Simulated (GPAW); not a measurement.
**Near-edge structure at the B K edge of BN (Qingsongite, F-43m)**

What does one-electron theory with a core hole give for the B K edge of BN (Qingsongite, F-43m)?

Calculated with GPAW 26.7.0; X-ray absorption from dipole matrix elements to empty bands, plane-wave PAW LDA.

## 1. The structure

It takes space group F-43m (No. 216, cubic). Conventional cell: a = 3.615 Å, b = 3.615 Å, c = 3.615 Å, α = 90.00°, β = 90.00°, γ = 90.00°. Nearest to N lie 4 B at 1.57 Å. Nearest to B lie 4 N at 1.57 Å. Farther neighbours and most contacts between anions are not listed.

As a file:

```
N B
1.0
     0.00000    1.80750    1.80750
     1.80750    0.00000    1.80750
     1.80750    1.80750    0.00000
N B
1 1
Direct
  0.75000 0.75000 0.75000
  0.00000 0.00000 0.00000
```

## 2. Ground state of the crystal

A plain self-consistent run shows whether there is a gap, which decides the set-up of the core-hole run.

Contents of scf.py:

```python
import numpy as np
from ase import Atoms
from ase.parallel import parprint, paropen
from gpaw import GPAW, PW, FermiDirac, Mixer, MixerDif, setup_paths
from gpaw.test import gen
setup_paths.insert(0, '.')
gen('B', name='nch1s', xcname='LDA', corehole=(1, 0, 0), write_xml=True)

atoms = Atoms('NB',
    cell=[[0, 1.8075, 1.8075],
     [1.8075, 0, 1.8075],
     [1.8075, 1.8075, 0]],
    scaled_positions=[[0.75, 0.75, 0.75],
     [0, 0, 0]],
    pbc=True)
atoms.calc = calc = GPAW(legacy_gpaw=True, mode=PW(500), xc='LDA', setups={1: 'nch1s'},
    kpts={'size': (12, 12, 12), 'gamma': True}, occupations=FermiDirac(0.05),
    charge=0, mixer=Mixer(0.1, 5, 50), maxiter=150,
    convergence={'density': 0.0001}, txt='scf.txt')
energy = atoms.get_potential_energy() + calc.get_reference_energy()
ef = calc.get_fermi_level()
out = dict(energy=energy, fermi=ef, forces=atoms.get_forces().tolist())
parprint(f'all-electron energy {energy:.4f} eV, Fermi level {ef:.4f} eV')
ev = np.array([[calc.get_eigenvalues(k, s) for k in range(len(calc.get_ibz_k_points()))] for s in range(calc.get_number_of_spins())])
out['homo'], out['lumo'], out['counts'] = ev[ev < ef].max(), ev[ev > ef].min(), sorted(set((ev < ef).sum((0, 2)).tolist()))
out['filled'] = (ev[:, 0] < ef).sum(1).tolist()
import json
with paropen('out.json', 'w') as f:
    json.dump(out, f)
```

Command:

```
$ OMP_NUM_THREADS=1 python scf.py
```

Numbers of over 12 decimals in the logs are rounded to 6 here.

What it wrote:

```text
Input parameters:
  convergence: {density: 0.0001}
  kpts: {gamma: True,
         size: (12, 12, 12)}
  maxiter: 150
  mixer: {backend: pulay,
          beta: 0.1,
          method: separate,
          nmaxold: 5,
          weight: 50}
  mode: {ecut: 500.0,
         name: pw}
  occupations: {fixmagmom: False,
                name: fermi-dirac,
                width: 0.05}
  setups: {1: nch1s}

Initialize ...

[... PAW data sets ...]

Reference energy: -2133.488730  # eV

Spin-paired calculation

[... convergence settings ...]
Symmetries present (total): 24
  [... symmetry matrices ...]

1728 k-points: 12 x 12 x 12 Monkhorst-Pack grid + [1/24,1/24,1/24]
72 k-points in the irreducible part of the Brillouin zone
       k-points in crystal coordinates                weights
   0:    -0.00000000   -0.00000000   -0.00000000          1/1728
   1:     0.08333333    0.08333333   -0.00000000          6/1728
   2:     0.08333333    0.08333333    0.08333333          8/1728
   3:     0.16666667    0.08333333    0.08333333         12/1728
   4:     0.16666667    0.16666667   -0.00000000          6/1728
   5:     0.16666667    0.16666667    0.08333333         24/1728
   6:     0.16666667    0.16666667    0.16666667          8/1728
   7:     0.25000000    0.16666667    0.08333333         24/1728
   8:     0.25000000    0.16666667    0.16666667         24/1728
   9:     0.25000000    0.25000000   -0.00000000          6/1728
          ...
  71:     0.50000000    0.50000000    0.50000000          4/1728

Wave functions: Plane wave expansion
  Cutoff energy: 500.000 eV
  Number of coefficients (min, max): 284, 310
  Pulay-stress correction: 0.000000 eV/Ang^3 (de/decut=0.000000)
  Using FFTW library
  Wavefunction extrapolation:
    Improved wavefunction reuse through dual PAW basis

Occupation numbers: Fermi-Dirac:
  width: 0.0500  # eV

Eigensolver
   Davidson(niter=2)

Densities:
  Coarse grid: 14*14*14 grid
  Fine grid: 28*28*28 grid
  Total Charge: 0.000000

Density mixing:
  Method: separate
  Backend: pulay
  Linear mixing parameter: 0.1
  old densities: 5
  Width of damping distribution: 1.1
  Damping of long wavelength oscillations: 50

[... Hamiltonian set-up ...]
Number of atoms: 2
Number of atomic orbitals: 8
Number of bands in calculation: 8
Number of valence electrons: 8
Bands to converge: occupied

... initialized

Initializing position-dependent things.

Density initialized from atomic densities
Creating initial wave functions:
  8 bands from LCAO basis set

               N

       B

Atomic positions and initial magnetic moments

Positions:
   0 N      2.711250    2.711250    2.711250    ( 0.0000,  0.0000,  0.0000)
   1 B      0.000000    0.000000    0.000000    ( 0.0000,  0.0000,  0.0000)

Unit cell:
           periodic     x           y           z      points  spacing
  1. axis:    yes    0.000000    1.807500    1.807500    14     0.1491
  2. axis:    yes    1.807500    0.000000    1.807500    14     0.1491
  3. axis:    yes    1.807500    1.807500    0.000000    14     0.1491

  Lengths:   2.556191   2.556191   2.556191
  Angles:   60.000000  60.000000  60.000000

Effective grid spacing dv^(1/3) = 0.1627

iter:   1   -19.677455
iter:   2   -19.379589   -1.61  -0.77
iter:   3   -18.882653   -1.23  -0.85
iter:   4   -18.836190   -2.64  -1.22
iter:   5   -18.827959   -2.49  -1.49
iter:   6   -18.824675   -3.58  -1.96
iter:   7   -18.823957   -3.84  -2.37
iter:   8   -18.823920c  -5.42  -3.08
iter:   9   -18.823922c  -6.48  -3.62
iter:  10   -18.823919c  -6.39  -3.64
iter:  11   -18.823919c  -8.71c -4.64c

Converged after 11 iterations.

Dipole moment: (1.725237, 1.725237, 1.725237) |e|*Ang

Energy contributions relative to reference atoms: (reference = -2133.488730)

Kinetic:        +13.110977
Potential:      -11.764403
External:        +0.000000
XC:             -20.105007
Entropy (-ST):   -0.000000
Local:           -0.065486
SIC:             +0.000000
--------------------------
Free energy:    -18.823919
Extrapolated:   -18.823919

Showing only first 2 kpts
 Kpt  Band  Eigenvalues  Occupancy
  0     2      9.88584    2.00000
  0     3      9.88594    2.00000
  0     4     18.54357    0.00000
  0     5     18.54357    0.00000

  1     2      9.32078    2.00000
  1     3      9.32084    2.00000
  1     4     18.20123    0.00000
  1     5     19.29295    0.00000

Fermi level: 10.96027

Gap: 4.286 eV
Transition (v -> c):
  (s=0, k=0, n=3, [-0.00, -0.00, -0.00]) -> (s=0, k=65, n=4, [0.50, 0.50, -0.00])
Direct/indirect transitions are different
Direct gap: 8.658 eV
Transition at: (s=0, k=0, n=3, [-0.00, -0.00, -0.00])

Forces in eV/Ang:
  0 N    -0.00000   -0.00000   -0.00000
  1 B     0.00000    0.00000    0.00000
Scalar-relativistic atomic LDA calculation for B (Boron, Z=5)
Core hole in 1s state (1s occupation: 2.0)
300 radial gridpoints.
|------------------------------------------------|
|------------------------------------------------|
[... the atom generator's iteration count ...]

Energy contributions:
-------------------------
Kinetic:      +24.180604
XC:            -3.523894
Potential:    -45.007336
-------------------------
Total:        -24.350626

state      eigenvalue         ekin         rmax
-----------------------------------------------
1s^2.0 :    -6.565858    10.670813        0.212
2s^2.0 :    -0.344821     1.048488        1.518
2p^1.0 :    -0.136481     0.742001        1.561
-----------------------------------------------
(units: Bohr and Hartree)

Generating PAW setup
Kinetic energy of the core from tauc = 21.348427
Cutoffs:
rc(s)=1.200
rc(p)=1.200
rc(d)=1.200
rc(vbar)=1.080
rc(comp)=1.200
rc(nct)=1.200

Kinetic energy of the core states: 21.341627
Charge: 0.0
Core electrons: 2.0
Valence electrons: 3.0
Pseudo-core charge: 0.117059
Shape function alpha=6.944
Pseudo-electron charge 3.110279
state    eigenvalue         norm
--------------------------------
2s(2) :    -0.344821     1.005361
*s    :     0.655179
2p(1) :    -0.136481     0.982498
*p    :     0.863519
*d    :     0.000000
--------------------------------

Diagonalizing with gridspacing h=0.050

state   all-electron     PAW
-------------------------------
2s:      -0.344821    -0.345234
2p:      -0.136481    -0.136840
*d:                    0.041809
*f:                    0.072211
-------------------------------
all-electron energy -2152.3126 eV, Fermi level 10.9603 eV
```

The job ended after 11 s (1 thread of Arm Neoverse N1, shared host; peak memory 0.13 GiB).

The mesh shows a gap of 4.29 eV, so the hole is first treated in a charged cell, without the excited electron.

## 3. Spectrum without a core hole, B atom 2

This cheap baseline ignores the attraction of the hole: it shows the absorber's empty states as they are in the ground state. The data set with a hole of occupation 0 only carries the core orbital.

The absorber has 4 N at 1.57 Å (tetrahedral, site symmetry -43m).

Contents of xas.py:

```python
import numpy as np
from ase import Atoms
from ase.parallel import parprint, paropen
from gpaw import GPAW, PW, FermiDirac, Mixer, MixerDif, setup_paths
from gpaw.test import gen
setup_paths.insert(0, '.')
gen('B', name='nch1s', xcname='LDA', corehole=(1, 0, 0), write_xml=True)

atoms = Atoms('NB',
    cell=[[0, 1.8075, 1.8075],
     [1.8075, 0, 1.8075],
     [1.8075, 1.8075, 0]],
    scaled_positions=[[0.75, 0.75, 0.75],
     [0, 0, 0]],
    pbc=True)
atoms.calc = calc = GPAW(legacy_gpaw=True, mode=PW(500), xc='LDA', setups={1: 'nch1s'},
    kpts={'size': (12, 12, 12), 'gamma': True}, occupations=FermiDirac(0.02),
    charge=0, mixer=Mixer(0.1, 5, 50), maxiter=150,
    convergence={'density': 0.0001}, txt='scf.txt')
energy = atoms.get_potential_energy() + calc.get_reference_energy()
ef = calc.get_fermi_level()
out = dict(energy=energy, fermi=ef, forces=atoms.get_forces().tolist())
parprint(f'all-electron energy {energy:.4f} eV, Fermi level {ef:.4f} eV')
ev = np.array([[calc.get_eigenvalues(k, s) for k in range(len(calc.get_ibz_k_points()))] for s in range(calc.get_number_of_spins())])
out['homo'], out['lumo'], out['counts'] = ev[ev < ef].max(), ev[ev > ef].min(), sorted(set((ev < ef).sum((0, 2)).tolist()))
out['filled'] = (ev[:, 0] < ef).sum(1).tolist()

from gpaw.xas import XAS
nb = int(calc.get_number_of_electrons() / 2) + 10
top = nb
nscf = calc.fixed_density(kpts={'size': (11, 11, 11), 'gamma': True},
    convergence={'eigenstates': 1.0}, txt='nscf.txt')
nscf.diagonalize_full_hamiltonian(nbands=nb)
cell = atoms.cell.array
ops = [cell.T @ U.T @ np.linalg.inv(cell.T) for U in nscf.wfs.kd.symmetry.op_scc]
filled = [4]  # bands filled in the ground state, by spin
E = np.arange(-25, 34, 0.1)
fwhm = np.interp(E, [4, 25], [0.9, 3.5])
Y, X, zero, highest = 0, 0, 1e9, 1e9
for spin in range(nscf.get_number_of_spins()):
    xas = XAS(nscf, mode='all', center=1, spin=spin)
    eps = xas.eps_kn
    d = xas.sigma_cmkn  # core-to-band dipole matrix elements, k weights included
    T = np.einsum('amkn,bmkn->abkn', d, d.conj()).real
    T = sum(np.einsum('ai,ijkn,bj->abkn', R, T, R) for R in ops) / len(ops)
    empty = np.ones_like(eps, bool) & (np.arange(nb) >= filled[spin])
    zero, highest = min(zero, eps[empty].min()), min(highest, eps[:, top - 1].min())
    lines = [(eps, T, empty)] if spin == 0 else lines + [(eps, T, empty)]
for eps, T, empty in lines:
    f = np.einsum('aakn->akn', T).reshape(3, -1)
    x = eps.ravel() - zero
    w = np.interp(x, E, fwhm) / 2.35482
    g = np.exp(-0.5 * ((E[:, None] - x) / w) ** 2) / (w * (2 * np.pi) ** 0.5)
    Y = Y + (f * empty.ravel()) @ g.T
    X = X + (f * ~empty.ravel()) @ g.T
out.update(E=E.round(2).tolist(), xas=Y.tolist(), xes=X.tolist(), zero=zero, valid=highest - zero, nk=len(eps), nb=nb)
for i in range(0, len(E), 10):
    parprint(f'{E[i]:7.2f}', *(f'{v:10.3e}' for v in Y[:, i]))
import json
with paropen('out.json', 'w') as f:
    json.dump(out, f)
```

Command:

```
$ OMP_NUM_THREADS=1 python xas.py
```

What it wrote:

```text
Input parameters:
  convergence: {density: 0.0001}
  kpts: {gamma: True,
         size: (12, 12, 12)}
  maxiter: 150
  mixer: {backend: pulay,
          beta: 0.1,
          method: separate,
          nmaxold: 5,
          weight: 50}
  mode: {ecut: 500.0,
         name: pw}
  occupations: {fixmagmom: False,
                name: fermi-dirac,
                width: 0.02}
  setups: {1: nch1s}

Initialize ...

[...]
*p    :     0.863519
*d    :     0.000000
--------------------------------

Diagonalizing with gridspacing h=0.050

state   all-electron     PAW
-------------------------------
2s:      -0.344821    -0.345234
2p:      -0.136481    -0.136840
*d:                    0.041809
*f:                    0.072211
-------------------------------
all-electron energy -2152.3126 eV, Fermi level 10.9603 eV
[...]
32.00  1.018e-04  1.018e-04  1.018e-04
  33.00  9.654e-05  9.654e-05  9.654e-05
[key lines of the parts left out:]
Converged after 11 iterations.
Dipole moment: (1.725237, 1.725237, 1.725237) |e|*Ang
Free energy:    -18.823919
Fermi level: 10.96027
```

It took 25 s on 1 thread; peak memory 0.15 GiB.

The B K spectrum, B atom 2, no core hole (energy from the lowest empty level; intensity scaled to a mean of 1 over the first 20 eV):

```
E (eV)  intensity
  -2.0       0.00
  -1.5       0.00
  -1.0       0.00
  -0.5       0.01
   0.0       0.03
   0.5       0.08
   1.0       0.13
   1.5       0.19
   2.0       0.28
   2.5       0.37
   3.0       0.53
   3.5       0.75
   4.0       1.06
   4.5       1.39
   5.0       1.66
   5.5       1.81
   6.0       2.07
   6.5       2.30
   7.0       2.16
   7.5       1.95
   8.0       1.84
   8.5       1.64
   9.0       1.41
   9.5       1.44
  10.0       1.68
  10.5       1.80
  11.0       1.72
  11.5       1.59
  12.0       1.44
  12.5       1.18
  13.0       0.85
  13.5       0.60
  14.0       0.49
  14.5       0.48
  15.0       0.50
  15.5       0.49
  16.0       0.44
  16.5       0.39
  17.0       0.33
  17.5       0.31
  18.0       0.31
  18.5       0.38
  19.0       0.53
  19.5       0.79
  20.0       1.14
  20.5       1.54
  21.0       1.91
  21.5       2.14
```

Main maxima below 21 eV (height): 6.5 eV (2.30) and 10.5 eV (1.80). A K edge sees empty p states; a tetrahedral site has σ* states alone, so there is no π* peak.

The same matrix elements for filled bands give the B K emission of B atom 2 (ground-state approximation; energy from the lowest empty level, largest value 1):

```
E (eV)  emission
-24.00      0.01
-23.25      0.02
-22.50      0.04
-21.75      0.07
-21.00      0.13
-20.25      0.23
-19.50      0.31
-18.75      0.22
-18.00      0.01
-17.25      0.00
-16.50      0.00
-15.75      0.00
-15.00      0.04
-14.25      0.14
-13.50      0.25
-12.75      0.37
-12.00      0.29
-11.25      0.37
-10.50      0.50
 -9.75      0.71
 -9.00      0.96
 -8.25      0.99
 -7.50      0.88
 -6.75      0.87
 -6.00      0.53
 -5.25      0.27
 -4.50      0.07
 -3.75      0.00
 -3.00      0.00
 -2.25      0.00
 -1.50      0.00
 -0.75      0.00
  0.00      0.00
  0.75      0.00
  1.50      0.00
  2.25      0.00
  3.00      0.00
```

Emission maxima: -19.2 eV (0.32), -12.8 eV (0.37) and -8.2 eV (1.00).

## 4. Reference energy of the supercell

The photon energy needs a difference of total energies, so the cell and mesh of the coming hole run are first run without a hole.

Changes to scf.py since step 2:

```diff
@@ -8,11 +8,25 @@
 
-atoms = Atoms('NB',
-    cell=[[0, 1.8075, 1.8075],
-     [1.8075, 0, 1.8075],
-     [1.8075, 1.8075, 0]],
-    scaled_positions=[[0.75, 0.75, 0.75],
-     [0, 0, 0]],
+atoms = Atoms('N8B8',
+    cell=[[0, 3.615, 3.615],
+     [3.615, 0, 3.615],
+     [3.615, 3.615, 0]],
+    scaled_positions=[[0.375, 0.375, 0.375],
+     [0.375, 0.375, 0.875],
+     [0.375, 0.875, 0.375],
+     [0.875, 0.375, 0.375],
+     [0.375, 0.875, 0.875],
+     [0.875, 0.375, 0.875],
+     [0.875, 0.875, 0.375],
+     [0.875, 0.875, 0.875],
+     [0, 0, 0],
+     [0, 0, 0.5],
+     [0, 0.5, 0],
+     [0.5, 0, 0],
+     [0, 0.5, 0.5],
+     [0.5, 0, 0.5],
+     [0.5, 0.5, 0],
+     [0.5, 0.5, 0.5]],
     pbc=True)
-atoms.calc = calc = GPAW(legacy_gpaw=True, mode=PW(500), xc='LDA', setups={1: 'nch1s'},
-    kpts={'size': (12, 12, 12), 'gamma': True}, occupations=FermiDirac(0.05),
+atoms.calc = calc = GPAW(legacy_gpaw=True, mode=PW(500), xc='LDA', setups={8: 'nch1s'},
+    kpts={'size': (4, 4, 4), 'gamma': True}, occupations=FermiDirac(0.02),
     charge=0, mixer=Mixer(0.1, 5, 50), maxiter=150,
```

Command:

```
$ OMP_NUM_THREADS=1 python scf.py
```

What it wrote:

```text
Input parameters:
  convergence: {density: 0.0001}
  kpts: {gamma: True,
         size: (4, 4, 4)}
  maxiter: 150
  mixer: {backend: pulay,
          beta: 0.1,
          method: separate,
          nmaxold: 5,
          weight: 50}
  mode: {ecut: 500.0,
         name: pw}
  occupations: {fixmagmom: False,
                name: fermi-dirac,
                width: 0.02}
  setups: {8: nch1s}

Initialize ...

[...]
2s(2) :    -0.344821     1.005361
*s    :     0.655179
2p(1) :    -0.136481     0.982498
*p    :     0.863519
*d    :     0.000000
--------------------------------

Diagonalizing with gridspacing h=0.050

state   all-electron     PAW
-------------------------------
2s:      -0.344821    -0.345234
2p:      -0.136481    -0.136840
*d:                    0.041809
*f:                    0.072211
-------------------------------
all-electron energy -17218.5594 eV, Fermi level 10.9601 eV
[key lines of the parts left out:]
Converged after 15 iterations.
Dipole moment: (13.801007, 13.801007, 13.801007) |e|*Ang
Free energy:   -150.649527
Fermi level: 10.96009
```

Wall time 62 s (1 thread); peak memory 0.24 GiB.

Reference energy: -17218.559 eV with the cores included.

(Continued in part 2 of 2.)

[Banner, clock and machine lines of the logs are left out without a mark of their own.]

[Logs are printed without paths, hosts, clocks, repeated set-up lines and the standing remarks that a program may print on its own settings, such as how far it seeks lower states.]

[Hosts, paths, dates, database ids (printed as entryN), source tags and the programs' standing remarks are cut or masked in the printed files.]

[Lists of maxima count a maximum above −3 eV only where it reaches 4 % of the highest in the window and stands out from its surroundings by 2 % of it (1.5 % where it reaches 55 %); shoulders and weaker maxima are passed over, and of the rest the first, up to two pre-edge ones and the few strongest are named.]
